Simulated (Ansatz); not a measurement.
# A hop of O in AlBO3 (R-3c), charge +2, part 2 of 3

Wanted: path and barrier of a jump of O in AlBO3 (R-3c) at charge +2. The case: V_O hop (2.7 Å), in a cell of 80 host atoms with 1 O taken out.

Ansatz 0.2.0; plane-wave PAW DFT, PBEsol; nudged elastic band between two relaxed defect structures at fixed charge in a uniform background.

So far: The structure; Relaxation of the start point, charge +2.

### 3. Relaxation of the end point, charge +2

Level of this step: plane-wave PAW DFT, PBEsol; relaxation of all atoms of a defect supercell at fixed charge in a uniform background (Ansatz).

The end point is relaxed in the same cell and settings, so that the two energies compare. Atoms more than 3.2 Å from the middle of the hop start where the first relaxation left them, the nearer ones on or close to their ideal places, with small random displacements.

Input file qp2_c80k1s.end/input.yaml:

```yaml
crystal:
  lattice:
    - [4.4753042, 2.58381808, 9.15826512]
    - [-4.4753042, 2.58381808, 9.15826512]
    - [0.0, -5.16763617, 9.15826512]
  atoms:
    - { symbol: Al, position: [0.00076718, -0.00253954, -0.00582587] }
    - { symbol: Al, position: [0.24511782, 0.24868539, 0.25440715] }
[... 1 atom line left out ...]
    - { symbol: B, position: [0.375, 0.375, 0.375] }
[... 7 atom lines left out ...]
    - { symbol: Al, position: [0.25, 0.25, 0.75] }
[... 3 atom lines left out ...]
    - { symbol: O, position: [0.625, 0.471048, 0.278952] }
[... 11 atom lines left out ...]
    - { symbol: O, position: [0.375, 0.52936837, 0.22063163] }
[... 1 atom line left out ...]
    - { symbol: O, position: [0.27936837, 0.625, 0.47063163] }
[... 11 atom lines left out ...]
    - { symbol: Al, position: [0.75, 0.25, 0.25] }
[... 5 atom lines left out ...]
    - { symbol: O, position: [0.52936837, 0.22063163, 0.375] }
    - { symbol: O, position: [0.77936837, 0.125, 0.47063163] }
[... 2 atom lines left out ...]
    - { symbol: B, position: [0.625, 0.125, 0.625] }
[... 3 atom lines left out ...]
    - { symbol: O, position: [0.72063163, 0.375, 0.52936837] }
[... 5 atom lines left out ...]
    - { symbol: B, position: [0.625, 0.625, 0.125] }
[... 7 atom lines left out ...]
    - { symbol: Al, position: [0.5, 0.5, 0.5] }
[... 8 atom lines left out ...]
    - { symbol: O, position: [0.77139437, 0.63307628, 0.95514675] }
total_charge: 2
basis:
  ecutwfc: 420
  xc_grid: 2
hamiltonian:
  xc: pbesol
kpoints:
  mp_grid: { grid: [1, 1, 1], shift: [0.25, 0.25, 0.25] }
scf:
  occupations: { method: fixed }
  max_iter: 100
output:
  forces: true
relax:
  f_tol: 0.02
  max_steps: 70
  random_displacement: { amplitude: 0.01, seed: 9000 }
```

Started as:

```sh
ansatz run input.yaml --threads 32 --pin off --max-ram 84787MiB --backend cuda --events-out ev --progress --plain --runs-dir out --max-vram 78GiB
```

Numbers of over 12 decimals in the logs are rounded to 6 here.

Log:

```text
[...]
Crystal: 79 atoms, lattice volume = 635.403 Å³
Basis set: ecut = 420 eV, 12439 PW (Γ), exchange–correlation on 144×144×144 points (8 copies of the dense FFT grid, shifted against one another)
Bands: 267, of which v1, the nominal top of the filled ones, is band 188 counted from 1 (187 counted from 0)
Symmetry: 1 space group operations
k-points: 1
[...]
SCF iter   1: F=—  HF=-37305.947983 eV  |F-HF|=—  |Δ(HF+E_count)|=         —  Δρ=1.55e-2  dr2=6.30e0  ethr=1.77e-3  ⟨swp⟩=5.0  Hψ=841  notcnv=0  defer=75
[...]
SCF iter   2: F=—  HF=-37305.000686 eV  |F-HF|=—  |Δ(HF+E_count)|=   9.47e-1  Δρ=4.21e-2  dr2=1.80e1  ethr=1.67e-3  ⟨swp⟩=3.0  Hψ=282  notcnv=0  defer=77  recentre
[...]
SCF iter   4: F=—  HF=-37304.747400 eV  |F-HF|=—  |Δ(HF+E_count)|=   5.95e-1  Δρ=1.42e-2  dr2=2.82e0  ethr=1.24e-3  ⟨swp⟩=2.0  Hψ=253  notcnv=0  defer=53
[...]
- { symbol: Al, position: [0.750584, 0.255447, 0.245798] }
    - { symbol: B, position: [0.620713, 0.129012, 0.125466] }
    - { symbol: B, position: [0.873569, 0.379155, 0.372892] }
[...]
- { symbol: Al, position: [0.482669, 0.010007, 0.499719] }
    - { symbol: Al, position: [0.745562, 0.251776, 0.748115] }
    - { symbol: B, position: [0.695258, 0.017847, 0.592933] }
    - { symbol: B, position: [0.862596, 0.371574, 0.880434] }
[...]
- { symbol: Al, position: [0.491840, 0.501670, 0.002617] }
    - { symbol: Al, position: [0.751419, 0.756949, 0.246225] }
    - { symbol: B, position: [0.624248, 0.623204, 0.131953] }
    - { symbol: B, position: [0.882079, 0.879847, 0.372261] }
[...]
- { symbol: Al, position: [0.506166, 0.529534, 0.485627] }
    - { symbol: Al, position: [0.754322, 0.720687, 0.775073] }
    - { symbol: B, position: [0.621791, 0.629334, 0.627140] }
    - { symbol: B, position: [0.875142, 0.876622, 0.871483] }
[...]
- { symbol: O, position: [0.724853, 0.895677, 0.539291] }
    - { symbol: O, position: [0.871964, 0.524211, 0.725022] }
    - { symbol: O, position: [0.527321, 0.718320, 0.876988] }
    - { symbol: O, position: [0.781776, 0.615890, 0.980224] }
[key lines of the parts left out:]
SCF converged after 4 iterations
```

It took 15 s on 1 × NVIDIA GB200 with 32 threads of Arm Neoverse V2, shared host; peak memory 1.2 GiB; 78 s of CPU time.

Relaxation path:

| step | energy less that of the first step (eV) | largest force component (eV/Å) |
| --- | --- | --- |
| 1 | 0.0000 | 3.6245 |
| 5 | -5.0275 | 1.7975 |
| 9 | -5.1693 | 0.0190 |
| 13 | -5.1628 | 0.3629 |
| 17 | -5.3611 | 1.2847 |
| 21 | -5.8346 | 0.6633 |
| 25 | -5.8531 | 0.0046 |

Relaxation step 13 was tried and not accepted.

The atoms that moved most (Å, from the sites as typed, ahead of the random displacement):

| atom | dx | dy | dz | length |
| --- | --- | --- | --- | --- |
| B52 | 0.794 | 0.071 | -0.632 | 1.017 |
| Al71 | 0.071 | -0.437 | 0.005 | 0.442 |
| O76 | -0.093 | -0.031 | 0.359 | 0.372 |
| O78 | -0.010 | 0.035 | -0.335 | 0.337 |
| Al12 | -0.108 | -0.186 | -0.183 | 0.282 |
| Al70 | -0.105 | 0.167 | 0.195 | 0.277 |
| O79 | 0.123 | -0.147 | 0.167 | 0.254 |
| B63 | -0.056 | 0.031 | 0.185 | 0.196 |

Neighbours of O16 at the end:

| atom | distance (Å) |
| --- | --- |
| B62 | 1.386 |
| Al70 | 1.911 |
| Al42 | 1.931 |
| O79 | 2.380 |
| O26 | 2.410 |
| O30 | 2.585 |
| O49 | 2.627 |
| O56 | 2.674 |
| O67 | 2.682 |
| B44 | 2.715 |
| O28 | 2.718 |
| O48 | 2.730 |

Among the atoms that came to bonding distance: B52–O76 1.50 Å (from 2.81).

Read from the output:

```
free energy                                                                                       : -37310.0678 eV
r.m.s. move of the farther half of the atoms                                                      : 0.06712 Å
largest move from the ideal geometry of this structure, a common shift of the far atoms taken out : 1.028 Å
```

The relaxation gained 5.853 eV and ended with a largest force component of 0.0046 eV/Å. The end lies within 1 meV of the start.

### 4. Nudged elastic band, charge +2

3 movable images are laid between the ends on a pair-potential path, which keeps atoms from colliding in the first guess. Each image feels the true force across the path and a spring force along it. The highest image is set to climb to the top of the path.

This step: plane-wave PAW DFT, PBEsol; nudged elastic band between two relaxed defect structures at fixed charge in a uniform background.

Input file qp2_c80k1s.neb/input.yaml:

```yaml
crystal:
  lattice:
    - [4.4753042, 2.58381808, 9.15826512]
    - [-4.4753042, 2.58381808, 9.15826512]
    - [0.0, -5.16763617, 9.15826512]
  atoms:
    - { symbol: Al, position: [0.0019886, -0.00425516, -0.00394162] }
    - { symbol: Al, position: [0.24633924, 0.24696978, 0.2562914] }
    - { symbol: B, position: [0.12353202, 0.12854479, 0.12332165] }
    - { symbol: B, position: [0.38169688, 0.37201128, 0.37679] }
    - { symbol: O, position: [0.12623676, 0.46665585, 0.28240409] }
    - { symbol: O, position: [0.46975714, 0.27245822, 0.13105868] }
    - { symbol: O, position: [0.21294945, 0.37413154, 0.03867601] }
    - { symbol: O, position: [0.3726794, 0.02791341, 0.22442626] }
    - { symbol: O, position: [0.0248701, 0.22226868, 0.3779326] }
    - { symbol: O, position: [0.28009297, 0.12285862, 0.47329102] }
    - { symbol: Al, position: [0.00160952, 0.00386745, 0.49892351] }
    - { symbol: Al, position: [0.24968098, 0.25309273, 0.74901251] }
    - { symbol: B, position: [0.12540374, 0.12311631, 0.62659011] }
    - { symbol: B, position: [0.36818387, 0.37483017, 0.88800494] }
    - { symbol: O, position: [0.12518947, 0.47364847, 0.77904993] }
    - { symbol: O, position: [0.47255412, 0.28988145, 0.61689288] }
    - { symbol: O, position: [0.22607469, 0.3721617, 0.52875703] }
    - { symbol: O, position: [0.3796603, 0.02664034, 0.72106091] }
    - { symbol: O, position: [0.03093388, 0.21907839, 0.87456723] }
    - { symbol: O, position: [0.27870068, 0.12850263, 0.96919328] }
    - { symbol: Al, position: [-0.00739723, 0.50407571, 0.00232683] }
    - { symbol: Al, position: [0.24622031, 0.75112655, 0.25528821] }
    - { symbol: B, position: [0.12590441, 0.62131551, 0.12879003] }
    - { symbol: B, position: [0.37329968, 0.87416935, 0.37895162] }
    - { symbol: O, position: [0.1218511, 0.97440643, 0.27823251] }
    - { symbol: O, position: [0.46367685, 0.78233266, 0.12842728] }
    - { symbol: O, position: [0.22194206, 0.8732242, 0.03064738] }
    - { symbol: O, position: [0.38851605, 0.52674637, 0.22151569] }
    - { symbol: O, position: [0.03520055, 0.7117827, 0.37682] }
    - { symbol: O, position: [0.28851395, 0.62336204, 0.46941194] }
    - { symbol: Al, position: [0.00301595, 0.49242791, 0.50146469] }
    - { symbol: Al, position: [0.2466401, 0.75200528, 0.75671675] }
    - { symbol: B, position: [0.13237563, 0.62483192, 0.62300393] }
    - { symbol: B, position: [0.37259475, 0.88269954, 0.87969034] }
    - { symbol: O, position: [0.12582776, 0.96867259, 0.78123939] }
    - { symbol: O, position: [0.47278153, 0.77657267, 0.63554433] }
    - { symbol: O, position: [0.21996157, 0.87471578, 0.53374546] }
    - { symbol: O, position: [0.36803794, 0.53250496, 0.73601092] }
    - { symbol: O, position: [0.02561452, 0.72043833, 0.87785349] }
    - { symbol: O, position: [0.28294434, 0.62301711, 0.97618153] }
    - { symbol: Al, position: [0.49844225, 0.00688608, 0.00158042] }
    - { symbol: Al, position: [0.76777435, 0.21991054, 0.24315045] }
    - { symbol: B, position: [0.62510529, 0.11788891, 0.12840265] }
    - { symbol: B, position: [0.86881028, 0.37429103, 0.37782057] }
    - { symbol: O, position: [0.96458453, 0.28238629, 0.12296846] }
    - { symbol: O, position: [0.72251043, 0.37138271, 0.03134141] }
    - { symbol: O, position: [0.88293526, 0.0151502, 0.21568501] }
    - { symbol: O, position: [0.53655086, 0.21687922, 0.37422131] }
    - { symbol: O, position: [0.77806059, 0.13421179, 0.46001103] }
    - { symbol: Al, position: [0.49967874, -0.00271597, 0.50049584] }
    - { symbol: Al, position: [0.75024138, 0.24755662, 0.75357922] }
    - { symbol: B, position: [0.62566747, 0.13279585, 0.61826401] }
    - { symbol: B, position: [0.87739047, 0.37376247, 0.87338094] }
    - { symbol: O, position: [0.62694921, 0.46817269, 0.78471298] }
    - { symbol: O, position: [0.97067698, 0.27625117, 0.62739804] }
    - { symbol: O, position: [0.71486038, 0.37502191, 0.53384919] }
    - { symbol: O, position: [0.8732992, 0.03016285, 0.72157747] }
    - { symbol: O, position: [0.52488101, 0.22386685, 0.87913745] }
    - { symbol: O, position: [0.77862004, 0.12139308, 0.97337276] }
    - { symbol: Al, position: [0.50013768, 0.48326883, 0.00977462] }
    - { symbol: Al, position: [0.74852504, 0.74615093, 0.25158129] }
    - { symbol: B, position: [0.59330918, 0.69587411, 0.01755943] }
    - { symbol: B, position: [0.88084692, 0.863171, 0.37137832] }
    - { symbol: O, position: [0.62504082, 0.96473563, 0.28300103] }
    - { symbol: O, position: [0.97118112, 0.77415904, 0.12611219] }
    - { symbol: O, position: [0.71721813, 0.87478522, 0.03057651] }
    - { symbol: O, position: [0.86072933, 0.52748699, 0.22347672] }
    - { symbol: O, position: [0.52673941, 0.71764818, 0.38124383] }
    - { symbol: O, position: [0.77990503, 0.62061773, 0.47287547] }
    - { symbol: Al, position: [0.48608947, 0.50673086, 0.52930187] }
    - { symbol: Al, position: [0.77555135, 0.75493211, 0.72041549] }
    - { symbol: B, position: [0.62756183, 0.6223776, 0.62910036] }
    - { symbol: B, position: [0.87189327, 0.8757102, 0.87642156] }
    - { symbol: O, position: [0.62899111, 0.97722722, 0.77090673] }
    - { symbol: O, position: [0.98066204, 0.78238232, 0.61564474] }
    - { symbol: O, position: [0.72542612, 0.87254874, 0.52400766] }
    - { symbol: O, position: [0.87739515, 0.5279136, 0.71813212] }
    - { symbol: O, position: [0.53963548, 0.72546559, 0.89547449] }
    - { symbol: O, position: [0.7726158, 0.63136066, 0.957031] }
total_charge: 2
basis:
  ecutwfc: 420
  xc_grid: 2
hamiltonian:
  xc: pbesol
kpoints:
  mp_grid: { grid: [1, 1, 1], shift: [0.25, 0.25, 0.25] }
scf:
  occupations: { method: fixed }
  max_iter: 100
output:
  forces: true
neb:
  images: 3
  f_tol: 0.04
  climbing: true
  initial_path: idpp
  max_iterations: 45
  order_check: false
  final_atoms:
    - { symbol: Al, position: [-0.00120464, -0.0065718, 0.0030323] }
    - { symbol: Al, position: [0.25002079, 0.25367651, 0.24734183] }
[... 1 atom line left out ...]
    - { symbol: B, position: [0.37509077, 0.37413247, 0.38270286] }
[... 11 atom lines left out ...]
    - { symbol: O, position: [0.62646344, 0.4667559, 0.28950321] }
    - { symbol: O, position: [0.21995259, 0.37156902, 0.53756848] }
[... 10 atom lines left out ...]
    - { symbol: O, position: [0.37523603, 0.52610938, 0.22708385] }
[... 1 atom line left out ...]
    - { symbol: O, position: [0.29302038, 0.61418978, 0.47360008] }
[... 11 atom lines left out ...]
    - { symbol: Al, position: [0.75424033, 0.25259579, 0.24722039] }
[... 1 atom line left out ...]
    - { symbol: B, position: [0.87722483, 0.37630413, 0.3743143] }
[... 3 atom lines left out ...]
    - { symbol: O, position: [0.52980274, 0.21885796, 0.38953067] }
    - { symbol: O, position: [0.7854442, 0.12579937, 0.46466033] }
[... 2 atom lines left out ...]
    - { symbol: B, position: [0.69891383, 0.0149958, 0.59435584] }
[... 3 atom lines left out ...]
    - { symbol: O, position: [0.72070693, 0.37858117, 0.52775614] }
[... 13 atom lines left out ...]
    - { symbol: Al, position: [0.50982233, 0.52668251, 0.48704957] }
[... 8 atom lines left out ...]
    - { symbol: O, position: [0.7854319, 0.6130387, 0.98164645] }
```

Log:

```text
[...]
Warning: neb: disabling space-group detection — the band's intermediate images generally break the endpoint symmetry, so the full k-mesh is solved, and no spatial operation symmetrises the density, except that a semilocal band can use its path's symmetry [...]
[...]
parallel-image band execution: 3 concurrent image workers
NEB image 0
[...]
Crystal: 79 atoms, lattice volume = 635.403 Å³
Basis set: ecut = 420 eV, 12439 PW (Γ), exchange–correlation on 144×144×144 points (8 copies of the dense FFT grid, shifted against one another)
Bands: 267, of which v1, the nominal top of the filled ones, is band 188 counted from 1 (187 counted from 0)
Symmetry: 1 space group operations
k-points: 1
[...]
SCF iter   1: F=—  HF=-37310.108233 eV  |F-HF|=—  |Δ(HF+E_count)|=         —  Δρ=4.09e-3  dr2=1.91e-1  ethr=1.77e-3  ⟨swp⟩=5.0  Hψ=871  notcnv=0  defer=75
[...]
SCF iter   2: F=—  HF=-37310.074221 eV  |F-HF|=—  |Δ(HF+E_count)|=   3.40e-2  Δρ=1.98e-3  dr2=5.62e-2  ethr=5.09e-5  ⟨swp⟩=2.0  Hψ=465  notcnv=0  defer=77
[...]
SCF iter   9: F=-37310.067755 eV  HF=-37310.067755 eV  |F-HF|=5.09e-9  |Δ(HF+E_count)|=   6.22e-8  Δρ=2.23e-6  dr2=2.32e-8  ethr=2.66e-11  ⟨swp⟩=4.0  Hψ=788  notcnv=0
SCF 1 converged in 9 iterations: F = -37310.067755 eV  dr2 = 2.32e-8
[...]
NSCF: frozen V_eff on 1 k-points
NEB image 4
[...]
SCF 2 converged in 9 iterations: F = -37310.067772 eV  dr2 = 2.31e-8
[...]
NEB end point (image 0): max|allowed force component| = 5.781e-3 eV/Å (the criterion of neb.relax_end_points is 1.000e-2)
NEB end point (image 4): max|allowed force component| = 4.631e-3 eV/Å (the criterion of neb.relax_end_points is 1.000e-2)
[...]
SCF 3 converged in 9 iterations: F = -37306.568340 eV  dr2 = 6.29e-8
[...]
SCF 7 converged in 9 iterations: F = -37304.999387 eV  dr2 = 2.79e-8
[...]
SCF 11 converged in 9 iterations: F = -37306.942638 eV  dr2 = 1.72e-8
[...]
SCF 15 converged in 8 iterations: F = -37308.470759 eV  dr2 = 5.23e-8
[...]
SCF 19 converged in 8 iterations: F = -37306.405590 eV  dr2 = 7.68e-8
[...]
SCF 23 converged in 8 iterations: F = -37307.951372 eV  dr2 = 7.39e-8
[...]
SCF 27 converged in 7 iterations: F = -37308.227945 eV  dr2 = 2.58e-8
[...]
SCF 31 converged in 8 iterations: F = -37306.827062 eV  dr2 = 3.11e-8
[...]
SCF 35 converged in 7 iterations: F = -37308.299130 eV  dr2 = 9.93e-8
[...]
SCF 39 converged in 7 iterations: F = -37307.833317 eV  dr2 = 5.48e-8
[...]
SCF 43 converged in 7 iterations: F = -37306.850961 eV  dr2 = 4.36e-8
[...]
SCF 47 converged in 8 iterations: F = -37309.065971 eV  dr2 = 8.41e-8
[...]
SCF 51 converged in 7 iterations: F = -37308.023279 eV  dr2 = 2.23e-8
[...]
SCF 55 converged in 7 iterations: F = -37306.973740 eV  dr2 = 2.94e-8
[...]
SCF 59 converged in 7 iterations: F = -37309.171449 eV  dr2 = 8.54e-9
[...]
SCF 63 converged in 6 iterations: F = -37308.396976 eV  dr2 = 5.80e-8
[...]
SCF 67 converged in 8 iterations: F = -37306.949311 eV  dr2 = 8.33e-9
[...]
SCF 71 converged in 7 iterations: F = -37308.864949 eV  dr2 = 1.63e-8
[...]
SCF 75 converged in 5 iterations: F = -37308.504891 eV  dr2 = 7.23e-8
[...]
SCF 79 converged in 5 iterations: F = -37306.954920 eV  dr2 = 8.72e-8
[...]
SCF 83 converged in 5 iterations: F = -37308.721439 eV  dr2 = 2.40e-8
[...]
- { symbol: Al, position: [0.248192, 0.747977, 0.256321] }
    - { symbol: B, position: [0.128112, 0.620625, 0.128616] }
    - { symbol: B, position: [0.378612, 0.878218, 0.376802] }
    - { symbol: O, position: [0.127543, 0.973361, 0.276785] }
    - { symbol: O, position: [0.463956, 0.788282, 0.125846] }
    - { symbol: O, position: [0.221974, 0.870845, 0.032392] }
    - { symbol: O, position: [0.390491, 0.529219, 0.222262] }
    - { symbol: O, position: [0.033564, 0.712324, 0.379825] }
    - { symbol: O, position: [0.277255, 0.639335, 0.472694] }
    - { symbol: Al, position: [0.015608, 0.486958, 0.498702] }
    - { symbol: Al, position: [0.252199, 0.747861, 0.756138] }
    - { symbol: B, position: [0.129163, 0.624092, 0.628185] }
    - { symbol: B, position: [0.371807, 0.882473, 0.880783] }
    - { symbol: O, position: [0.124692, 0.965755, 0.783935] }
    - { symbol: O, position: [0.474817, 0.775723, 0.635555] }
    - { symbol: O, position: [0.227135, 0.874871, 0.533275] }
    - { symbol: O, position: [0.373468, 0.531732, 0.721707] }
    - { symbol: O, position: [0.027922, 0.719801, 0.877195] }
    - { symbol: O, position: [0.284130, 0.621388, 0.975573] }
    - { symbol: Al, position: [0.492473, 0.010155, 0.008076] }
    - { symbol: Al, position: [0.746735, 0.234104, 0.258407] }
    - { symbol: B, position: [0.625418, 0.116103, 0.129571] }
    - { symbol: B, position: [0.871969, 0.372065, 0.378032] }
    - { symbol: O, position: [0.959370, 0.283814, 0.127586] }
    - { symbol: O, position: [0.716185, 0.372996, 0.034775] }
    - { symbol: O, position: [0.880789, 0.019670, 0.221032] }
    - { symbol: O, position: [0.538203, 0.203792, 0.369310] }
    - { symbol: O, position: [0.808618, 0.108138, 0.462577] }
    - { symbol: Al, position: [0.498234, 0.000198, 0.498946] }
    - { symbol: Al, position: [0.749587, 0.250045, 0.752677] }
    - { symbol: B, position: [0.683038, 0.093194, 0.620015] }
    - { symbol: B, position: [0.868717, 0.367065, 0.881005] }
    - { symbol: O, position: [0.625157, 0.467277, 0.787433] }
    - { symbol: O, position: [0.972344, 0.274904, 0.628059] }
    - { symbol: O, position: [0.716358, 0.370467, 0.533021] }
    - { symbol: O, position: [0.873181, 0.028748, 0.718398] }
    - { symbol: O, position: [0.524843, 0.225379, 0.871662] }
    - { symbol: O, position: [0.778575, 0.119775, 0.973775] }
    - { symbol: Al, position: [0.493625, 0.478544, 0.022583] }
    - { symbol: Al, position: [0.753264, 0.745194, 0.251664] }
    - { symbol: B, position: [0.591813, 0.696358, 0.019683] }
    - { symbol: B, position: [0.879502, 0.866521, 0.374259] }
    - { symbol: O, position: [0.627301, 0.961703, 0.282522] }
    - { symbol: O, position: [0.972652, 0.772547, 0.127930] }
    - { symbol: O, position: [0.718486, 0.875396, 0.028209] }
    - { symbol: O, position: [0.864167, 0.526835, 0.224175] }
    - { symbol: O, position: [0.532465, 0.724623, 0.373600] }
    - { symbol: O, position: [0.782850, 0.616875, 0.474783] }
    - { symbol: Al, position: [0.496991, 0.520392, 0.496532] }
    - { symbol: Al, position: [0.783101, 0.731213, 0.723365] }
    - { symbol: B, position: [0.629573, 0.620267, 0.630180] }
    - { symbol: B, position: [0.873498, 0.874477, 0.875609] }
    - { symbol: O, position: [0.603997, 0.999873, 0.778085] }
    - { symbol: O, position: [0.973650, 0.778595, 0.626410] }
    - { symbol: O, position: [0.725215, 0.869595, 0.530339] }
    - { symbol: O, position: [0.881773, 0.515475, 0.720605] }
    - { symbol: O, position: [0.541115, 0.729849, 0.893128] }
    - { symbol: O, position: [0.772206, 0.632211, 0.955622] }
```

Elapsed: 22 s, on 1 × NVIDIA GB200 with 32 threads; peak memory 1.7 GiB.

(Continued in part 3 of 3.)

[Logs are printed without paths, hosts, clocks, repeated set-up lines and the standing remarks that a program may print on its own settings, such as how far it seeks lower states.]

[Hosts, paths, dates, database ids (printed as entryN), source tags and the programs' standing remarks are cut or masked in the printed files.]
